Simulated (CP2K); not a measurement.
Two runs for the C K edge of 3-methoxythiophene. Run A: CP2K XAS_TDP, all-electron GAPW, PBEh(45%), aug-cc-pVDZ, TDA, no relativity. Run B differs in one setting.

First lines with a strength over 0.0015. A:

```
                     atom  energy (eV)  states  strength, one atom
 C1 (bonded to O and 3 H)       285.02       1              0.0366
                                285.33       1              0.0019
                                285.60       1              0.0134
                                286.02       1              0.0242
                                286.32       1              0.0109
 C3 (bonded to 2 C and O)       283.53       1              0.0527
                                285.50       1              0.0136
                                286.01       1              0.0155
                                286.92       1              0.0072
                                287.62       1              0.0021
 C4 (bonded to 2 C and H)       281.86       1              0.0419
                                284.31       1              0.0095
                                284.60       1              0.0119
                                285.07       1              0.0019
                                285.28       1              0.0047
C5 (bonded to C, S and H)       281.85       1              0.0507
                                284.58       1              0.0271
                                284.97       1              0.0160
                                285.78       1              0.0047
                                286.67       1              0.0019
C7 (bonded to C, S and H)       282.00       1              0.0433
                                284.06       1              0.0293
                                284.83       1              0.0118
                                285.40       1              0.0031
                                285.92       1              0.0038
```

B:

```
                     atom  energy (eV)  states  strength, one atom
 C1 (bonded to O and 3 H)       291.60       1              0.0358
                                291.91       1              0.0018
                                292.18       1              0.0131
                                292.60       1              0.0237
                                292.90       1              0.0107
 C3 (bonded to 2 C and O)       288.94       1              0.0517
                                290.92       1              0.0133
                                291.43       1              0.0152
                                292.33       1              0.0070
                                293.03       1              0.0021
 C4 (bonded to 2 C and H)       287.43       1              0.0411
                                289.88       1              0.0094
                                290.17       1              0.0117
                                290.64       1              0.0018
                                290.86       1              0.0046
C5 (bonded to C, S and H)       287.04       1              0.0498
                                289.78       1              0.0266
                                290.16       1              0.0157
                                290.97       1              0.0046
                                291.87       1              0.0019
C7 (bonded to C, S and H)       287.12       1              0.0425
                                289.18       1              0.0288
                                289.95       1              0.0116
                                290.52       1              0.0030
                                291.04       1              0.0037
```

Question: Which was it: the basis, scalar relativity switched on, GW2X switched on, the functional?

GW2X switched on. GW2X shifts an atom's lines together and keeps their spacings. Against PBEh(45%) in aug-cc-pVDZ, the leading lines move by +6.58 eV (C1, to 291.60), +5.41 eV (C3, to 288.94), +5.57 eV (C4, to 287.43), +5.19 eV (C5, to 287.04) and +5.12 eV (C7, to 287.12).

[Banner, clock and machine lines of the logs are left out without a mark of their own.]

[Logs are printed without paths, hosts, clocks, repeated set-up lines and the standing remarks that a program may print on its own settings, such as how far it seeks lower states.]

[Hosts, paths, dates, database ids (printed as entryN), source tags and the programs' standing remarks are cut or masked in the printed files.]
